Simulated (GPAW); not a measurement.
# Geometry or basis: what sets the conductance of a Cu chain with one B atom in line

How well does a Cu chain with one B atom in line conduct once its atoms have relaxed, and how much do cheaper levels lose?

Method: GPAW LCAO, PAW setups; relaxation of the junction within the symmetry of its start, lead ends held, in the first sound run; inputs show where later runs differ, in GPAW 26.7.0.

### Step 1. The starting structure

The cell holds 13 atoms: 12 Cu and 1 B. Cell: a = 9.000 Å, b = 9.000 Å, c = 29.125 Å, α = 90.0°, β = 90.0°, γ = 90.0°. Regions: left lead, 6 atoms (6 Cu); channel, 1 atom (1 B); right lead, 6 atoms (6 Cu). Vacuum lies along a and b. The structure is stacked along c, and the current runs across the ab planes.

### Step 2. Relaxing the atoms

Transmission follows bond lengths closely, so the atoms between the held lead ends are relaxed first, within whatever symmetry the start has.

The input, run.py:

```python
import json
from ase import Atoms
from ase.constraints import FixAtoms
from ase.optimize import BFGS
from gpaw import GPAW, FermiDirac

device = Atoms(
    ['Cu', 'Cu', 'Cu', 'Cu', 'Cu', 'Cu', 'B', 'Cu', 'Cu', 'Cu', 'Cu', 'Cu', 'Cu'],
    positions=[
        [4.50000, 4.50000, 1.15000],
        [4.50000, 4.50000, 3.45000],
        [4.50000, 4.50000, 5.75000],
        [4.50000, 4.50000, 8.05000],
        [4.50000, 4.50000, 10.35000],
        [4.50000, 4.50000, 12.65000],
        [4.50000, 4.50000, 14.56240],
        [4.50000, 4.50000, 16.47480],
        [4.50000, 4.50000, 18.77480],
        [4.50000, 4.50000, 21.07480],
        [4.50000, 4.50000, 23.37480],
        [4.50000, 4.50000, 25.67480],
        [4.50000, 4.50000, 27.97480]],
    cell=[[9.0, 0.0, 0.0], [0.0, 9.0, 0.0], [0.0, 0.0, 29.1248]],
    pbc=True)

device.set_constraint(FixAtoms([0, 1, 2, 3, 4, 8, 9, 10, 11, 12]))
device.calc = GPAW(mode='lcao', basis='dzp', xc='PBE', h=0.18,
                   kpts={'size': (1, 1, 3), 'gamma': True},
                   symmetry={'tolerance': 1e-3, 'extra_ids': [1, 1, 1, 1, 1, 0, 0, 0, 1, 1, 1, 1, 1]},
                   occupations=FermiDirac(0.1), maxiter=250,
                   mixer=dict(beta=0.1, nmaxold=8, weight=100.0),
                   convergence=dict(density=0.0001), txt='relax.txt')
path = []
opt = BFGS(device, maxstep=0.15)
opt.attach(lambda: path.append((device.get_potential_energy(), device.positions.tolist(), device.get_forces().tolist())))
relaxed = bool(opt.run(fmax=0.05, steps=50))
json.dump(dict(relaxed=relaxed, path=path, positions=device.positions.tolist(), moments=device.get_magnetic_moments().tolist(),
               forces=device.get_forces(apply_constraint=False).tolist()), open('result.json', 'w'))
```

The run is started by

```console
> OMP_NUM_THREADS=1 OPENBLAS_NUM_THREADS=1 python run.py
```

The program printed:

```text
Step          Energy          fmax
BFGS:    0      -18.713646        0.599505
BFGS:    1      -18.722680        0.463992
BFGS:    2      -18.734302        0.072660
BFGS:    3      -18.734546        0.009210
```

It took 93 s on 1 thread of Arm Neoverse V1, shared host; peak memory 1.2 GiB.

The steps of the relaxation:

```
step  energy less that of the first step (eV)  largest force (eV/Å)
   1                                   0.0000                0.5995
   2                                  -0.0089                0.4640
   3                                  -0.0200                0.0727
   4                                  -0.0204                0.0092
```

The atoms that moved most (Å):

| atom | dx | dy | dz | length |
| --- | --- | --- | --- | --- |
| Cu8 | 0.000 | 0.000 | -0.034 | 0.034 |
| Cu6 | 0.000 | 0.000 | 0.034 | 0.034 |

The relaxed structure:

```cif
data_structure
_symmetry_space_group_name_H-M 'P 1'
_symmetry_Int_Tables_number 1
_cell_length_a 9.0000
_cell_length_b 9.0000
_cell_length_c 29.1248
_cell_angle_alpha 90.000
_cell_angle_beta 90.000
_cell_angle_gamma 90.000
_cell_volume 2359.11
loop_
_atom_site_label
_atom_site_type_symbol
_atom_site_fract_x
_atom_site_fract_y
_atom_site_fract_z
_atom_site_occupancy
Cu1 Cu 0.50000 0.50000 0.03949 1
Cu2 Cu 0.50000 0.50000 0.11846 1
Cu3 Cu 0.50000 0.50000 0.19743 1
Cu4 Cu 0.50000 0.50000 0.27640 1
Cu5 Cu 0.50000 0.50000 0.35537 1
Cu6 Cu 0.50000 0.50000 0.43550 1
B7 B 0.50000 0.50000 0.50000 1
Cu8 Cu 0.50000 0.50000 0.56450 1
Cu9 Cu 0.50000 0.50000 0.64463 1
Cu10 Cu 0.50000 0.50000 0.72360 1
Cu11 Cu 0.50000 0.50000 0.80257 1
Cu12 Cu 0.50000 0.50000 0.88154 1
Cu13 Cu 0.50000 0.50000 0.96051 1
```

The relaxation lowered the energy of the cell by 0.0204 eV (energies extrapolated to zero smearing; the optimiser's log prints free energies). The largest force left on a free atom is 0.0092 eV/Å.

### Step 3. Double-zeta polarised basis

The script solves lead and junction separately, takes H and S in the orbital basis, and joins semi-infinite leads through their self-energies; the dzp basis is the working standard.

This step: GPAW LCAO, PAW setups; Landauer transmission from Green's functions with principal layers (ASE), zero bias (GPAW 26.7.0).

The input, run.py:

```python
import json
import numpy as np
from ase import Atoms
from ase.transport.calculators import TransportCalculator
from gpaw import GPAW, FermiDirac
from gpaw.lcao.tools import get_lcao_hamiltonian
from scipy.linalg import eigh

# The junction with lead layers at both ends, along the third cell vector
device = Atoms(
    ['Cu', 'Cu', 'Cu', 'Cu', 'Cu', 'Cu', 'B', 'Cu', 'Cu', 'Cu', 'Cu', 'Cu', 'Cu'],
    positions=[
        [4.50000, 4.50000, 1.15000],
        [4.50000, 4.50000, 3.45000],
        [4.50000, 4.50000, 5.75000],
        [4.50000, 4.50000, 8.05000],
        [4.50000, 4.50000, 10.35000],
        [4.50000, 4.50000, 12.68392],
        [4.50000, 4.50000, 14.56240],
        [4.50000, 4.50000, 16.44088],
        [4.50000, 4.50000, 18.77480],
        [4.50000, 4.50000, 21.07480],
        [4.50000, 4.50000, 23.37480],
        [4.50000, 4.50000, 25.67480],
        [4.50000, 4.50000, 27.97480]],
    cell=[[9.0, 0.0, 0.0], [0.0, 9.0, 0.0], [0.0, 0.0, 29.1248]],
    pbc=True)

# One principal layer of the lead: the first 3 atoms of the device
lead = Atoms(
    ['Cu', 'Cu', 'Cu'],
    positions=[
        [4.50000, 4.50000, 1.15000],
        [4.50000, 4.50000, 3.45000],
        [4.50000, 4.50000, 5.75000]],
    cell=[[9.0, 0.0, 0.0], [0.0, 9.0, 0.0], [0.0, 0.0, 6.9]],
    pbc=True)

settings = dict(mode='lcao', basis='dzp', xc='PBE', h=0.2,
                occupations=FermiDirac(0.1), maxiter=250,
                mixer=dict(beta=0.1, nmaxold=8, weight=100.0),
                convergence=dict(density=0.0001))
energies = np.arange(-2, 2 + 1e-9, 0.025)
eta = 0.0001
n1, n2 = 1, 1
# k and -k transmit alike, so half of the mesh across the current serves
mesh = [(i, j) for i in range(n1) for j in range(n2) if (i, j) <= (-i % n1, -j % n2)]
weights = np.array([1 if (i, j) == (-i % n1, -j % n2) else 2 for i, j in mesh]) / (n1 * n2)

# [... helper functions left out ...]
fermi_lead = ground_state(lead, (1, 1, 16), 'lead.txt')
fermi_device = ground_state(device, (1, 1, 3), 'device.txt')
# [... loop over the mesh left out, but for ...]
        # Shift the lead onto the potential of the device's first layer
        shift = ((H[:, 0, 0] - H0[:, 0, 0]) / S0[0, 0]).real.mean()
# [...]
kT = 8.617333e-5 * 300
bias = [0.1, 0.2, 0.5, 1.0, 1.5, 2.0]
# [... integrals and printing left out ...]
```

The program printed:

```text
basis functions: device 193, principal layer 45
Fermi level: lead -3.6828 eV, device -3.5587 eV; lead shifted by -0.0054 eV
largest coupling past the next layer 4.59e-05 eV, largest misfit of the first layer 0.027 eV
  E-E_F (eV)   T (one spin)  [channel counts left out]
    -2.000    3.8945e-05
    -1.975    4.9205e-05
    -1.950    1.5164e-05
    -1.925    1.1139e-05
    -1.900    2.2713e-04
    -1.875    1.0185e-03
    -1.850    2.9979e-03
    -1.825    7.1977e-03
    -1.800    1.5354e-02
    -1.775    3.0397e-02
    -1.750    5.7258e-02
    -1.725    1.0442e-01
    -1.700    1.8451e-01
    -1.675    3.1298e-01
    -1.650    4.9863e-01
    -1.625    7.1913e-01
[...]
1.825    2.7756e-01
     1.850    2.7388e-01
     1.875    2.7022e-01
     1.900    2.6658e-01
     1.925    2.6297e-01
     1.950    2.5939e-01
     1.975    2.5583e-01
     2.000    2.5230e-01
conductance at 300 K: 0.7324 G0 a cell; thermopower 3.299 uV/K
current from the zero-bias T(E) at 0.1 V: 5.6732 uA
current from the zero-bias T(E) at 0.2 V: 11.34 uA
current from the zero-bias T(E) at 0.5 V: 28.257 uA
current from the zero-bias T(E) at 1.0 V: 55.317 uA
current from the zero-bias T(E) at 1.5 V: 79.581 uA
current from the zero-bias T(E) at 2.0 V: 103.6 uA
```

The job ended after 43 s (1 thread; peak memory 0.89 GiB).

Numbers from this step:

```yaml
conductance: 0.7324 G₀
largest_coupling_past_the_next_principal_layer: 4.59e-5 eV
largest_misfit_of_the_first_principal_layer: 0.02732 eV
shift_that_aligns_the_lead: -0.005445 eV
basis_functions_of_the_junction: 193
basis_functions_of_a_principal_layer: 45
transmission_at_the_fermi_level_one_spin: 0.7330
```

One spin. The transmission, zone mean by energy, zero at the Fermi level:

energy (eV), transmission, zone mean and a bar:
```
   -2.000      0.000 
   -1.900      0.000 
   -1.800      0.015 
   -1.700      0.185 ######
   -1.600      0.907 ###########################
   -1.575      0.999 ##############################
   -1.500      0.862 ##########################
   -1.400      0.642 ###################
   -1.300      0.552 #################
   -1.200      0.707 #####################
   -1.100      0.817 #########################
   -1.000      0.853 ##########################
   -0.900      0.810 ########################
   -0.800      0.740 ######################
   -0.700      0.708 #####################
   -0.600      0.733 ######################
   -0.500      0.781 #######################
   -0.400      0.808 ########################
   -0.375      0.809 ########################
   -0.300      0.801 ########################
   -0.200      0.805 ########################
   -0.100      0.763 #######################
    0.000      0.733 ######################
    0.100      0.698 #####################
    0.200      0.661 ####################
    0.300      0.625 ###################
    0.400      0.589 ##################
    0.500      0.556 #################
    0.600      0.525 ################
    0.700      0.495 ###############
    0.800      0.470 ##############
    0.900      0.445 #############
    1.000      0.422 #############
    1.100      0.401 ############
    1.200      0.381 ###########
    1.300      0.362 ###########
    1.400      0.345 ##########
    1.500      0.328 ##########
    1.600      0.312 #########
    1.700      0.296 #########
    1.800      0.281 ########
    1.900      0.267 ########
    2.000      0.252 ########
```

Not self-consistent under bias; the bias window is split evenly. Current through one cell, from the zero-bias transmission against bias:

| bias (V) | current through one cell, from the zero-bias transmission (μA) |
| --- | --- |
| 0.100 | 5.67 |
| 0.200 | 11.3 |
| 0.500 | 28.3 |
| 1.000 | 55.3 |
| 1.500 | 79.6 |
| 2.000 | 104 |

The transmission of the three most open eigenchannels by energy, zero at the Fermi level:

```
energy (eV)  channel 1  channel 2 = channel 3
     -2.000     3.9e-5                      0
     -1.900     2.3e-4                      0
     -1.800     0.0154                      0
     -1.700      0.183                 6.0e-4
     -1.600      0.900                0.00342
     -1.500      0.846                0.00788
     -1.400      0.616                 0.0130
     -1.300      0.522                 0.0150
     -1.200      0.677                 0.0149
     -1.100      0.785                 0.0158
     -1.000      0.816                 0.0188
     -0.900      0.763                 0.0234
     -0.800      0.686                 0.0267
     -0.700      0.655                 0.0264
     -0.600      0.685                 0.0238
     -0.500      0.737                 0.0218
     -0.400      0.766                 0.0210
     -0.300      0.761                 0.0198
     -0.200      0.774                 0.0153
     -0.100      0.763                3.1e-11
      0.000      0.733                      0
      0.100      0.698                      0
      0.200      0.661                      0
      0.300      0.625                      0
      0.400      0.589                      0
      0.500      0.556                      0
      0.600      0.525                      0
      0.700      0.495                      0
      0.800      0.470                      0
      0.900      0.445                      0
      1.000      0.422                      0
      1.100      0.401                      0
      1.200      0.381                      0
      1.300      0.362                      0
      1.400      0.345                      0
      1.500      0.328                      0
      1.600      0.312                      0
      1.700      0.296                      0
      1.800      0.281                      0
      1.900      0.267                      0
      2.000      0.252                      0
```

Couplings past the next layer reach 4.6e-5 eV, small enough to drop; the matrix elements of the cell's first layer differ from the bulk lead's by up to 0.027 eV. That layer keeps its own values in the calculation, and only beyond it is the lead taken as perfect. The Fermi levels of lead and junction count from different zeros of potential, one for each periodic cell; with both set to zero, the small remaining shift is what aligns them. By hand: G = 0.7324 × 77.48 μS = 56.7 μS, a resistance of 17.6 kΩ; at 0.1 V a linear junction would pass 5.67 μA, and the integral over the bias window gives 5.67 μA.

### Step 4. Single-zeta polarised basis

One radial function a shell plus polarisation makes the matrices smaller; the question is what that costs.

run.py: that of step 3 with these lines changed.

```diff
@@ -38,3 +38,3 @@
 
-settings = dict(mode='lcao', basis='dzp', xc='PBE', h=0.2,
+settings = dict(mode='lcao', basis='szp(dzp)', xc='PBE', h=0.2,
                 occupations=FermiDirac(0.1), maxiter=250,
```

The program printed:

```text
basis functions: device 117, principal layer 27
Fermi level: lead -3.7203 eV, device -3.5863 eV; lead shifted by -0.0099 eV
largest coupling past the next layer 4.61e-05 eV, largest misfit of the first layer 0.028 eV
  E-E_F (eV)   T (one spin)  [channel counts left out]
    -2.000    1.5650e-02
    -1.975    2.5978e-02
    -1.950    4.1903e-02
    -1.925    6.6142e-02
    -1.900    1.0260e-01
    -1.875    1.5663e-01
    -1.850    2.3482e-01
    -1.825    3.4346e-01
    -1.800    4.8422e-01
    -1.775    6.4704e-01
    -1.750    8.0579e-01
    -1.725    9.2683e-01
    -1.700    9.8900e-01
    -1.675    9.9486e-01
    -1.650    9.6241e-01
    -1.625    9.1097e-01
[...]
1.825    2.6641e-01
     1.850    2.6420e-01
     1.875    2.6202e-01
     1.900    2.5988e-01
     1.925    2.5777e-01
     1.950    2.5570e-01
     1.975    2.5365e-01
     2.000    2.5164e-01
conductance at 300 K: 0.64069 G0 a cell; thermopower 4.293 uV/K
current from the zero-bias T(E) at 0.1 V: 4.9648 uA
current from the zero-bias T(E) at 0.2 V: 9.9398 uA
current from the zero-bias T(E) at 0.5 V: 24.952 uA
current from the zero-bias T(E) at 1.0 V: 48.719 uA
current from the zero-bias T(E) at 1.5 V: 69.676 uA
current from the zero-bias T(E) at 2.0 V: 89.966 uA
```

It took 40 s on 1 thread; peak memory 0.88 GiB.

This step gave:

| Property | Result |
| --- | --- |
| conductance | 0.6407 G₀ |
| largest coupling past the next principal layer | 4.61e-5 eV |
| largest misfit of the first principal layer | 0.02850 eV |
| shift that aligns the lead | -0.009913 eV |
| basis functions of the junction | 117 |
| basis functions of a principal layer | 27 |
| transmission at the Fermi level (one spin) | 0.6407 |

One spin. The transmission, zone mean by energy, zero at the Fermi level:

| energy (eV) | transmission, zone mean |
| --- | --- |
| -2.000 | 0.0156 |
| -1.900 | 0.103 |
| -1.800 | 0.484 |
| -1.700 | 0.989 |
| -1.675 | 0.995 |
| -1.600 | 0.854 |
| -1.500 | 0.671 |
| -1.400 | 0.577 |
| -1.300 | 0.548 |
| -1.200 | 0.671 |
| -1.100 | 0.729 |
| -1.050 | 0.738 |
| -1.000 | 0.729 |
| -0.900 | 0.668 |
| -0.800 | 0.609 |
| -0.700 | 0.601 |
| -0.600 | 0.642 |
| -0.500 | 0.696 |
| -0.400 | 0.721 |
| -0.300 | 0.719 |
| -0.200 | 0.740 |
| -0.100 | 0.675 |
| 0.000 | 0.641 |
| 0.100 | 0.604 |
| 0.200 | 0.568 |
| 0.300 | 0.535 |
| 0.400 | 0.504 |
| 0.500 | 0.475 |
| 0.600 | 0.449 |
| 0.700 | 0.427 |
| 0.800 | 0.405 |
| 0.900 | 0.386 |
| 1.000 | 0.368 |
| 1.100 | 0.352 |
| 1.200 | 0.337 |
| 1.300 | 0.323 |
| 1.400 | 0.311 |
| 1.500 | 0.299 |
| 1.600 | 0.288 |
| 1.700 | 0.278 |
| 1.800 | 0.269 |
| 1.900 | 0.260 |
| 2.000 | 0.252 |

Not self-consistent under bias; the bias window is split evenly. Current through one cell, from the zero-bias transmission against bias:

```
bias (V)  current through one cell, from the zero-bias transmission (μA)
   0.100                                                            4.96
   0.200                                                            9.94
   0.500                                                            25.0
   1.000                                                            48.7
   1.500                                                            69.7
   2.000                                                            90.0
```

Transmission of the three most open eigenchannels against energy, zero at the Fermi level:

```csv
energy (eV),channel 1,channel 2 = channel 3
-2.000,0.0156,0
-1.900,0.103,0
-1.800,0.484,0
-1.700,0.989,2.0e-4
-1.600,0.852,0.00116
-1.500,0.666,0.00259
-1.400,0.568,0.00475
-1.300,0.535,0.00635
-1.200,0.657,0.00694
-1.100,0.713,0.00784
-1.000,0.709,0.0100
-0.900,0.640,0.0137
-0.800,0.574,0.0175
-0.700,0.561,0.0197
-0.600,0.601,0.0205
-0.500,0.651,0.0220
-0.400,0.672,0.0248
-0.300,0.666,0.0264
-0.200,0.692,0.0241
-0.100,0.675,8.0e-10
0.000,0.641,0
0.100,0.604,0
0.200,0.568,0
0.300,0.535,0
0.400,0.504,0
0.500,0.475,0
0.600,0.449,0
0.700,0.427,0
0.800,0.405,0
0.900,0.386,0
1.000,0.368,0
1.100,0.352,0
1.200,0.337,0
1.300,0.323,0
1.400,0.311,0
1.500,0.299,0
1.600,0.288,0
1.700,0.278,0
1.800,0.269,0
1.900,0.260,0
2.000,0.252,0
```

The conductance, 0.641 G₀, lies 13 % below that of the dzp run.

### Step 5. GPAW, sz: basis = "sz(dzp)"

One function for each valence shell of the setup, as for a first survey of a large system.

run.py: that of step 4 with these lines changed.

```diff
@@ -38,3 +38,3 @@
 
-settings = dict(mode='lcao', basis='szp(dzp)', xc='PBE', h=0.2,
+settings = dict(mode='lcao', basis='sz(dzp)', xc='PBE', h=0.2,
                 occupations=FermiDirac(0.1), maxiter=250,
```

The program printed:

```text
basis functions: device 76, principal layer 18
Fermi level: lead -3.5183 eV, device -3.3226 eV; lead shifted by -0.0277 eV
largest coupling past the next layer 4.64e-05 eV, largest misfit of the first layer 0.026 eV
  E-E_F (eV)   T (one spin)  [channel counts left out]
    -2.000    9.2668e-01
    -1.975    8.9430e-01
    -1.950    8.6145e-01
[...]
1.975    2.7696e-01
     2.000    2.7671e-01
conductance at 300 K: 0.4728 G0 a cell; thermopower 4.729 uV/K
current from the zero-bias T(E) at 0.1 V: 3.6665 uA
current from the zero-bias T(E) at 0.2 V: 7.3595 uA
current from the zero-bias T(E) at 0.5 V: 18.91 uA
current from the zero-bias T(E) at 1.0 V: 38.19 uA
current from the zero-bias T(E) at 1.5 V: 56.473 uA
current from the zero-bias T(E) at 2.0 V: 73.974 uA
```

It took 33 s on 1 thread; peak memory 0.84 GiB.

Numbers from this step:

```
conductance                                    : 0.4728 G₀
largest coupling past the next principal layer : 4.64e-5 eV
largest misfit of the first principal layer    : 0.02600 eV
shift that aligns the lead                     : -0.02769 eV
basis functions of the junction                : 76
basis functions of a principal layer           : 18
transmission at the Fermi level (one spin)     : 0.4720
```

One spin. Transmission, zone mean against energy, zero at the Fermi level:

energy (eV), transmission, zone mean and a bar from the least value:
```
   -2.000      0.927 ##############################
   -1.900      0.799 ########################
   -1.800      0.698 ###################
   -1.700      0.629 ################
   -1.600      0.586 ##############
   -1.500      0.565 #############
   -1.400      0.600 ###############
   -1.300      0.609 ###############
   -1.200      0.607 ###############
   -1.100      0.618 ################
   -1.000      0.601 ###############
   -0.900      0.571 ##############
   -0.800      0.562 #############
   -0.700      0.579 ##############
   -0.600      0.597 ###############
   -0.500      0.597 ###############
   -0.400      0.601 ###############
   -0.300      0.615 ################
   -0.250      0.616 ################
   -0.200      0.577 ##############
   -0.100      0.503 ##########
    0.000      0.472 #########
    0.100      0.446 ########
    0.200      0.423 #######
    0.300      0.404 ######
    0.400      0.386 #####
    0.500      0.371 ####
    0.600      0.357 ####
    0.700      0.345 ###
    0.800      0.334 ###
    0.900      0.326 ##
    1.000      0.317 ##
    1.100      0.309 ##
    1.200      0.303 #
    1.300      0.297 #
    1.400      0.292 #
    1.500      0.288 #
    1.600      0.285 
    1.700      0.282 
    1.800      0.280 
    1.900      0.278 
    2.000      0.277
```

The conductance, 0.473 G₀, lies 35 % below that of the dzp run.

(Continued in part 2 of 2.)

[Logs are printed without paths, hosts, clocks, repeated set-up lines and the standing remarks that a program may print on its own settings, such as how far it seeks lower states.]

[Hosts, paths, dates, database ids (printed as entryN), source tags and the programs' standing remarks are cut or masked in the printed files.]
